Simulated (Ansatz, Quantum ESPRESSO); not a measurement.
# InBS3 (Pm-3m): zone-centre phonons

Wanted: the vibrations of InBS3 (Pm-3m) at Γ, by two programs.

Program: Quantum ESPRESSO 8.0 development, patched. Level of theory: DFT LDA, scalar-relativistic, plane waves, PseudoDojo norm-conserving pseudopotentials. Results are calculated unless marked as measured.

The structure was built from a prototype and need not be the compound's stable phase.

## Step 1: Set-up

Symmetry: Pm-3m, No. 221, cubic system. Conventional cell: a = 4.093 Å, b = 4.093 Å, c = 4.093 Å, α = 90.00°, β = 90.00°, γ = 90.00°. Nearest to In lie 12 S at 2.89 Å. Nearest to B lie 6 S at 2.05 Å. S has 2 B at 2.05 Å and 4 In at 2.89 Å nearest. Farther neighbours and most contacts between anions are not listed.

## Step 2: A first look

A cheap run with smearing and empty bands tells whether the crystal has a gap, which decides between fixed occupations and smearing later on.

probe.in

```
 &control
    calculation='scf',
    prefix='x',
    outdir='./tmp',
    pseudo_dir='./pseudo',
    tprnfor=.true.,
    tstress=.true.,
    verbosity='high',
 /
 &system
    ibrav=0,
    nat=5,
    ntyp=3,
    ecutwfc=68.0,
    occupations='smearing',
    smearing='gaussian',
    degauss=0.01,
 /
 &electrons
    conv_thr=1.0d-07,
    mixing_beta=0.7,
    electron_maxstep=100,
 /
ATOMIC_SPECIES
 In    114.8180  In.upf
 B      10.8100  B.upf
 S      32.0600  S.upf
CELL_PARAMETERS angstrom
     4.093400000    0.000000000    0.000000000
     0.000000000    4.093400000    0.000000000
     0.000000000    0.000000000    4.093400000
ATOMIC_POSITIONS crystal
 In     0.000000000   0.000000000   0.000000000
 B      0.500000000   0.500000000   0.500000000
 S      0.500000000   0.500000000   0.000000000
 S      0.500000000   0.000000000   0.500000000
 S      0.000000000   0.500000000   0.500000000
K_POINTS automatic
 4 4 4 0 0 0
```

Command:

```
OMP_NUM_THREADS=1 mpirun -n 4 pw.x -nk 4 -in probe.in > probe.out
```

Log:

```text
[banners, grids, parts of the stress and lines that vanish by symmetry left out]
Program PWSCF v.8.0dev
     Message from routine setup:
     using ibrav=0 with symmetry is DISCOURAGED, use correct ibrav instead
[...]
kinetic-energy cutoff     =      68.0000  Ry
     charge density cutoff     =     272.0000  Ry
     scf convergence threshold =      1.0E-07
[...]
Exchange-correlation= SLA-PW-NOGX-NOGC
                           (   1   4   0   0   0   0   0)
[...]
48 Sym. Ops., with inversion, found
[...]
(     0          1          0      )
                  (     0          0          1      )
[...]
(  0.0000000  1.0000000  0.0000000 )
                  (  0.0000000  0.0000000  1.0000000 )
[...]
(     0         -1          0      )
                  (     0          0          1      )
[...]
number of k points=    10  Gaussian smearing, width (Ry)=  0.0100
[...]
c_bands: 1 eigenvalues not converged on the other pools
[...]
End of self-consistent calculation
[...]
the Fermi energy is    11.5689 ev
!    total energy              =    -204.62451360 Ry
[...]
convergence has been achieved in   6 iterations
[...]
atom    1 type  1   force =     0.00000000    0.00000000    0.00000000
     atom    2 type  2   force =     0.00000000    0.00000000    0.00000000
     atom    3 type  3   force =     0.00000000    0.00000000    0.00000000
     atom    4 type  3   force =     0.00000000    0.00000000    0.00000000
     atom    5 type  3   force =     0.00000000    0.00000000    0.00000000
[...]
Total force =     0.000000     Total SCF correction =     0.000000
[...]
total   stress  (Ry/bohr**3)                   (kbar)     P=      114.98
[...]
XML data file, charge density, pseudopotentials, collected wavefunctions

   JOB DONE.
```

Elapsed: 5.1 s, on 4 MPI ranks of Arm Neoverse V2, shared host; 20 s of CPU time.

Numbers from this step:

```
volume per atom   : 13.72 Å³
pressure          : 11.50 GPa
gap on the k-mesh : 0 eV
```

No gap opens on this mesh, so smearing is kept; the start stands at 11 GPa.

## Step 3: Relaxation

The harmonic expansion starts where the forces on the atoms vanish, and stress shifts the frequencies, so cell and atoms are relaxed with tight thresholds.

relax.in, as its differences from probe.in of step 2:

```diff
@@ -1,3 +1,3 @@
  &control
-    calculation='scf',
+    calculation='vc-relax',
     prefix='x',
@@ -7,3 +7,5 @@
     tstress=.true.,
-    verbosity='high',
+    forc_conv_thr=2.0d-05,
+    etot_conv_thr=1.0d-07,
+    nstep=40,
  /
@@ -15,9 +17,14 @@
     occupations='smearing',
-    smearing='gaussian',
-    degauss=0.01,
+    smearing='mv',
+    degauss=0.02,
  /
  &electrons
-    conv_thr=1.0d-07,
+    conv_thr=1.0d-11,
     mixing_beta=0.7,
     electron_maxstep=100,
+ /
+ &ions
+ /
+ &cell
+    press_conv_thr=0.2,
  /
@@ -38,2 +45,2 @@
 K_POINTS automatic
- 4 4 4 0 0 0
+ 6 6 6 0 0 0
```

Command:

```
OMP_NUM_THREADS=1 mpirun -n 4 pw.x -nk 4 -in relax.in > relax.out
```

Log:

```text
[banners, grids, parts of the stress and lines that vanish by symmetry left out]
[banner, memory and clock lines left out]
Program PWSCF v.8.0dev

[...]
kinetic-energy cutoff     =      68.0000  Ry
     charge density cutoff     =     272.0000  Ry
     scf convergence threshold =      1.0E-11
[...]
energy convergence thresh.=      1.0E-07
     force convergence thresh. =      2.0E-05
     press convergence thresh. =      2.0E-01
     Exchange-correlation= SLA-PW-NOGX-NOGC
                           (   1   4   0   0   0   0   0)
[...]
48 Sym. Ops., with inversion, found
[...]
number of k points=    20  Marzari-Vanderbilt smearing, width (Ry)=  0.0200
[...]
c_bands:  1 eigenvalues not converged
     c_bands: 1 eigenvalues not converged on the other pools
[...]
End of self-consistent calculation
[...]
the Fermi energy is    11.3717 ev
!    total energy              =    -204.64425805 Ry
[...]
convergence has been achieved in  11 iterations
[...]
atom    1 type  1   force =     0.00000000    0.00000000    0.00000000
     atom    2 type  2   force =     0.00000000    0.00000000    0.00000000
     atom    3 type  3   force =     0.00000000    0.00000000    0.00000000
     atom    4 type  3   force =     0.00000000    0.00000000    0.00000000
     atom    5 type  3   force =     0.00000000    0.00000000    0.00000000
     Total force =     0.000000     Total SCF correction =     0.000000
[...]
total   stress  (Ry/bohr**3)                   (kbar)     P=       98.37
[...]
number of bfgs steps    =   0
[...]
CELL_PARAMETERS (angstrom)
[...]
ATOMIC_POSITIONS (crystal)
In               0.0000000000        0.0000000000        0.0000000000
B                0.5000000000        0.5000000000        0.5000000000
S                0.5000000000        0.5000000000        0.0000000000
S                0.5000000000        0.0000000000        0.5000000000
[...]
New effective cutoffs (rho, wfc):  262.32   65.78
[...]
End of self-consistent calculation
[...]
the Fermi energy is    10.5104 ev
!    total energy              =    -204.65450373 Ry
[...]
convergence has been achieved in   8 iterations
[...]
atom    1 type  1   force =     0.00000000    0.00000000    0.00000000
     atom    2 type  2   force =     0.00000000    0.00000000    0.00000000
     atom    3 type  3   force =     0.00000000    0.00000000    0.00000000
     atom    4 type  3   force =     0.00000000    0.00000000    0.00000000
     atom    5 type  3   force =     0.00000000    0.00000000    0.00000000
     Total force =     0.000000     Total SCF correction =     0.000000
[...]
total   stress  (Ry/bohr**3)                   (kbar)     P=       32.07
[...]
number of bfgs steps    =   1
[...]
CELL_PARAMETERS (angstrom)
[...]
ATOMIC_POSITIONS (crystal)
[...]
New effective cutoffs (rho, wfc):  257.99   64.69
[...]
End of self-consistent calculation
[...]
the Fermi energy is    10.0927 ev
!    total energy              =    -204.65596435 Ry
[...]
convergence has been achieved in  10 iterations
[...]
atom    1 type  1   force =     0.00000000    0.00000000    0.00000000
     atom    2 type  2   force =     0.00000000    0.00000000    0.00000000
     atom    3 type  3   force =     0.00000000    0.00000000    0.00000000
     atom    4 type  3   force =     0.00000000    0.00000000    0.00000000
[...]
Total force =     0.000000     Total SCF correction =     0.000000
[...]
total   stress  (Ry/bohr**3)                   (kbar)     P=        3.46
[...]
number of bfgs steps    =   2
[...]
CELL_PARAMETERS (angstrom)
[...]
ATOMIC_POSITIONS (crystal)
[...]
New effective cutoffs (rho, wfc):  257.46   64.56
[...]
End of self-consistent calculation
[...]
the Fermi energy is    10.0421 ev
!    total energy              =    -204.65598309 Ry
[...]
convergence has been achieved in   9 iterations
[...]
Total force =     0.000000     Total SCF correction =     0.000000
[...]
total   stress  (Ry/bohr**3)                   (kbar)     P=        0.15
[...]
number of bfgs steps    =   3
[...]
CELL_PARAMETERS (angstrom)
[...]
ATOMIC_POSITIONS (crystal)
[...]
New effective cutoffs (rho, wfc):  257.44   64.55
[...]
End of self-consistent calculation
[...]
the Fermi energy is    10.0398 ev
!    total energy              =    -204.65598313 Ry
[...]
convergence has been achieved in   7 iterations
[...]
atom    3 type  3   force =     0.00000000    0.00000000    0.00000000
     atom    4 type  3   force =     0.00000000    0.00000000    0.00000000
     atom    5 type  3   force =     0.00000000    0.00000000    0.00000000
     Total force =     0.000000     Total SCF correction =     0.000000
[...]
total   stress  (Ry/bohr**3)                   (kbar)     P=        0.00
[...]
bfgs converged in   5 scf cycles and   4 bfgs steps
[...]
End of BFGS Geometry Optimization
     Final enthalpy           =    -204.6559831279 Ry
     File ./tmp/x.bfgs deleted, as requested
[...]
CELL_PARAMETERS (angstrom)
[...]
ATOMIC_POSITIONS (crystal)
[...]
S                0.5000000000        0.0000000000        0.5000000000
S                0.0000000000        0.5000000000        0.5000000000
[...]
Final scf calculation at the relaxed structure.
[...]
kinetic-energy cutoff     =      68.0000  Ry
     charge density cutoff     =     272.0000  Ry
     scf convergence threshold =      1.0E-13
[...]
press convergence thresh. =      2.0E-01
     Exchange-correlation= SLA-PW-NOGX-NOGC
                           (   1   4   0   0   0   0   0)
[...]
48 Sym. Ops., with inversion, found
[...]
number of k points=    20  Marzari-Vanderbilt smearing, width (Ry)=  0.0200
[...]
c_bands:  1 eigenvalues not converged
[...]
End of self-consistent calculation
[...]
the Fermi energy is    10.0397 ev
!    total energy              =    -204.65629994 Ry
[...]
convergence has been achieved in  14 iterations
[...]
atom    1 type  1   force =     0.00000000    0.00000000    0.00000000
     atom    2 type  2   force =     0.00000000    0.00000000    0.00000000
     atom    3 type  3   force =     0.00000000    0.00000000    0.00000000
     atom    4 type  3   force =     0.00000000    0.00000000    0.00000000
     atom    5 type  3   force =     0.00000000    0.00000000    0.00000000
     Total force =     0.000000     Total SCF correction =     0.000000
[...]
total   stress  (Ry/bohr**3)                   (kbar)     P=        1.36
[...]
XML data file, charge density, pseudopotentials, collected wavefunctions
```

Elapsed: 57 s, on 4 MPI ranks.

Relaxation path:

| step | energy less that of the first step (eV) | largest force (eV/Å) | pressure (GPa) | volume (Å³) |
| --- | --- | --- | --- | --- |
| 1 | 0.0000 | 0.0000 | 9.84 | 68.59 |
| 2 | -0.1394 | 0.0000 | 3.21 | 72.09 |
| 3 | -0.1593 | 0.0000 | 0.35 | 73.91 |
| 4 | -0.1595 | 0.0000 | 0.01 | 74.14 |
| 5 | -0.1595 | 0.0000 | 0.00 | 74.15 |
| 6 | -0.1638 | 0.0000 | 0.14 | 74.15 |

| conventional cell, symmetrised | before | after | change |
| --- | --- | --- | --- |
| a (Å) | 4.093 | 4.201 | +2.6 % |
| b (Å) | 4.093 | 4.201 | +2.6 % |
| c (Å) | 4.093 | 4.201 | +2.6 % |
| volume (Å³/atom) | 13.72 | 14.83 | +8.1 % |

The relaxed structure:

```
CELL_PARAMETERS angstrom
4.20110 0.00000 0.00000
0.00000 4.20110 0.00000
0.00000 0.00000 4.20110
ATOMIC_POSITIONS crystal
In 0.00000 0.00000 0.00000
B 0.50000 0.50000 0.50000
S 0.50000 0.50000 0.00000
S 0.50000 0.00000 0.50000
S 0.00000 0.50000 0.50000
```

The last row of the table of steps is pw.x's closing run on a basis chosen anew for the final cell, so its energy can jump.

Numbers from this step:

| Quantity | Value |
| --- | --- |
| volume per atom | 14.83 Å³ |
| pressure | 0.136 GPa |

The volume changes by +8.1 % from the cell with which this run began.

## Step 4: Relaxing the cell and atoms

A variable-cell run keeps the plane waves of its start, so its end shows a stress on a fresh basis; a second run from that cell removes it.

Changes to relax.in since step 3:

```diff
@@ -35,5 +35,5 @@
 CELL_PARAMETERS angstrom
-     4.093400000    0.000000000    0.000000000
-     0.000000000    4.093400000    0.000000000
-     0.000000000    0.000000000    4.093400000
+     4.201101735    0.000000000    0.000000000
+     0.000000000    4.201101735    0.000000000
+     0.000000000    0.000000000    4.201101735
 ATOMIC_POSITIONS crystal
```

Log:

```text
[banners, grids, parts of the stress and lines that vanish by symmetry left out]
[banner, memory and clock lines left out]
Program PWSCF v.8.0dev

[...]
kinetic-energy cutoff     =      68.0000  Ry
     charge density cutoff     =     272.0000  Ry
     scf convergence threshold =      1.0E-11
[...]
energy convergence thresh.=      1.0E-07
     force convergence thresh. =      2.0E-05
     press convergence thresh. =      2.0E-01
     Exchange-correlation= SLA-PW-NOGX-NOGC
                           (   1   4   0   0   0   0   0)
[...]
48 Sym. Ops., with inversion, found
[...]
number of k points=    20  Marzari-Vanderbilt smearing, width (Ry)=  0.0200
[...]
c_bands:  1 eigenvalues not converged
     c_bands:  1 eigenvalues not converged
[...]
End of self-consistent calculation
[...]
the Fermi energy is    10.0397 ev
!    total energy              =    -204.65629994 Ry
[...]
convergence has been achieved in  11 iterations
[...]
atom    1 type  1   force =     0.00000000    0.00000000    0.00000000
     atom    2 type  2   force =     0.00000000    0.00000000    0.00000000
     atom    3 type  3   force =     0.00000000    0.00000000    0.00000000
     atom    4 type  3   force =     0.00000000    0.00000000    0.00000000
     atom    5 type  3   force =     0.00000000    0.00000000    0.00000000
     Total force =     0.000000     Total SCF correction =     0.000000
[...]
total   stress  (Ry/bohr**3)                   (kbar)     P=        1.36
[...]
number of bfgs steps    =   0
[...]
CELL_PARAMETERS (angstrom)
[...]
ATOMIC_POSITIONS (crystal)
In               0.0000000000        0.0000000000        0.0000000000
B                0.5000000000        0.5000000000        0.5000000000
S                0.5000000000        0.5000000000        0.0000000000
S                0.5000000000        0.0000000000        0.5000000000
[...]
New effective cutoffs (rho, wfc):  271.72   67.97
[...]
End of self-consistent calculation
[...]
the Fermi energy is    10.0283 ev
!    total energy              =    -204.65630228 Ry
[...]
convergence has been achieved in   6 iterations
[...]
atom    1 type  1   force =     0.00000000    0.00000000    0.00000000
     atom    2 type  2   force =     0.00000000    0.00000000    0.00000000
     atom    3 type  3   force =     0.00000000    0.00000000    0.00000000
     atom    4 type  3   force =     0.00000000    0.00000000    0.00000000
     atom    5 type  3   force =     0.00000000    0.00000000    0.00000000
     Total force =     0.000000     Total SCF correction =     0.000000
[...]
total   stress  (Ry/bohr**3)                   (kbar)     P=        0.63
[...]
number of bfgs steps    =   1
[...]
CELL_PARAMETERS (angstrom)
[...]
ATOMIC_POSITIONS (crystal)
[...]
New effective cutoffs (rho, wfc):  271.61   67.94
[...]
End of self-consistent calculation
[...]
the Fermi energy is    10.0184 ev
!    total energy              =    -204.65630293 Ry
[...]
convergence has been achieved in   8 iterations
[...]
atom    1 type  1   force =     0.00000000    0.00000000    0.00000000
     atom    2 type  2   force =     0.00000000    0.00000000    0.00000000
     atom    3 type  3   force =     0.00000000    0.00000000    0.00000000
     atom    4 type  3   force =     0.00000000    0.00000000    0.00000000
[...]
Total force =     0.000000     Total SCF correction =     0.000000
[...]
total   stress  (Ry/bohr**3)                   (kbar)     P=        0.00
[...]
number of bfgs steps    =   2
[...]
small trust_radius: resetting bfgs history
[...]
CELL_PARAMETERS (angstrom)
[...]
ATOMIC_POSITIONS (crystal)
[...]
New effective cutoffs (rho, wfc):  271.61   67.94
[...]
End of self-consistent calculation
[...]
the Fermi energy is    10.0184 ev
!    total energy              =    -204.65630293 Ry
[...]
convergence has been achieved in   1 iterations
[...]
atom    3 type  3   force =     0.00000000    0.00000000    0.00000000
     atom    4 type  3   force =     0.00000000    0.00000000    0.00000000
     atom    5 type  3   force =     0.00000000    0.00000000    0.00000000
     Total force =     0.000000     Total SCF correction =     0.000000
[...]
total   stress  (Ry/bohr**3)                   (kbar)     P=        0.00
[...]
bfgs converged in   4 scf cycles and   3 bfgs steps
[...]
End of BFGS Geometry Optimization
     Final enthalpy           =    -204.6563029278 Ry
     File ./tmp/x.bfgs deleted, as requested
[...]
CELL_PARAMETERS (angstrom)
[...]
ATOMIC_POSITIONS (crystal)
[...]
S                0.5000000000        0.0000000000        0.5000000000
S                0.0000000000        0.5000000000        0.5000000000
[...]
Final scf calculation at the relaxed structure.
[...]
kinetic-energy cutoff     =      68.0000  Ry
     charge density cutoff     =     272.0000  Ry
     scf convergence threshold =      1.0E-13
[...]
press convergence thresh. =      2.0E-01
     Exchange-correlation= SLA-PW-NOGX-NOGC
                           (   1   4   0   0   0   0   0)
[...]
48 Sym. Ops., with inversion, found
[...]
number of k points=    20  Marzari-Vanderbilt smearing, width (Ry)=  0.0200
[...]
End of self-consistent calculation
[...]
the Fermi energy is    10.0184 ev
!    total energy              =    -204.65630510 Ry
[...]
convergence has been achieved in  14 iterations
[...]
atom    1 type  1   force =     0.00000000    0.00000000    0.00000000
     atom    2 type  2   force =     0.00000000    0.00000000    0.00000000
     atom    3 type  3   force =     0.00000000    0.00000000    0.00000000
     atom    4 type  3   force =     0.00000000    0.00000000    0.00000000
     atom    5 type  3   force =     0.00000000    0.00000000    0.00000000
     Total force =     0.000000     Total SCF correction =     0.000000
[...]
total   stress  (Ry/bohr**3)                   (kbar)     P=        0.01
[...]
XML data file, charge density, pseudopotentials, collected wavefunctions
```

It took 42 s on 4 MPI ranks; 2.8 min of CPU time.

Little changed from the start: no atom moved by 0.005 Å and no cell edge by 0.1 %.

The last row of the table of steps is pw.x's closing run on a basis chosen anew for the final cell, so its energy can jump.

Numbers from this step:

```
volume per atom : 14.85 Å³
pressure        : 0.001 GPa
```

## Step 5: Ground state

The response is built on this ground state, so it is converged far tighter than an energy would need. Smearing stays on, as the first look found no gap above 0.3 eV.

scf.in

```
 &control
    calculation='scf',
    prefix='x',
    outdir='./tmp',
    pseudo_dir='./pseudo',
    tprnfor=.true.,
    tstress=.true.,
 /
 &system
    ibrav=0,
    nat=5,
    ntyp=3,
    ecutwfc=68.0,
    occupations='smearing',
    smearing='mv',
    degauss=0.02,
 /
 &electrons
    conv_thr=1.0d-12,
    mixing_beta=0.7,
    electron_maxstep=100,
 /
ATOMIC_SPECIES
 In    114.8180  In.upf
 B      10.8100  B.upf
 S      32.0600  S.upf
CELL_PARAMETERS angstrom
     4.202913129    0.000000000    0.000000000
     0.000000000    4.202913129    0.000000000
     0.000000000    0.000000000    4.202913129
ATOMIC_POSITIONS crystal
 In     0.000000000   0.000000000   0.000000000
 B      0.500000000   0.500000000   0.500000000
 S      0.500000000   0.500000000   0.000000000
 S      0.500000000   0.000000000   0.500000000
 S      0.000000000   0.500000000   0.500000000
K_POINTS automatic
 6 6 6 0 0 0
```

Command:

```
OMP_NUM_THREADS=1 mpirun -n 4 pw.x -nk 4 -in scf.in > scf.out
```

Log:

```text
[banners, grids, parts of the stress and lines that vanish by symmetry left out]
[banner, memory and clock lines left out]
Program PWSCF v.8.0dev

[...]
kinetic-energy cutoff     =      68.0000  Ry
     charge density cutoff     =     272.0000  Ry
     scf convergence threshold =      1.0E-12
[...]
Exchange-correlation= SLA-PW-NOGX-NOGC
                           (   1   4   0   0   0   0   0)
[...]
48 Sym. Ops., with inversion, found
[...]
number of k points=    20  Marzari-Vanderbilt smearing, width (Ry)=  0.0200
[...]
c_bands:  1 eigenvalues not converged
     c_bands:  1 eigenvalues not converged
[...]
End of self-consistent calculation
[...]
the Fermi energy is    10.0184 ev
!    total energy              =    -204.65630510 Ry
[...]
convergence has been achieved in  13 iterations
[...]
atom    1 type  1   force =     0.00000000    0.00000000    0.00000000
     atom    2 type  2   force =     0.00000000    0.00000000    0.00000000
     atom    3 type  3   force =     0.00000000    0.00000000    0.00000000
     atom    4 type  3   force =     0.00000000    0.00000000    0.00000000
     atom    5 type  3   force =     0.00000000    0.00000000    0.00000000
     Total force =     0.000000     Total SCF correction =     0.000000
[...]
total   stress  (Ry/bohr**3)                   (kbar)     P=        0.01
[...]
XML data file, charge density, pseudopotentials, collected wavefunctions
```

Run time: 13 s. Hardware: 4 MPI ranks; 54 s of CPU time.

The cell stands at 0.001 GPa, close enough for phonons.

(Continued in part 2 of 3.)

[Host names and launcher messages were left out of these logs when they were recorded.]

[Logs are printed without paths, hosts, clocks, repeated set-up lines and the standing remarks that a program may print on its own settings, such as how far it seeks lower states.]

[Hosts, paths, dates, database ids (printed as entryN), source tags and the programs' standing remarks are cut or masked in the printed files.]
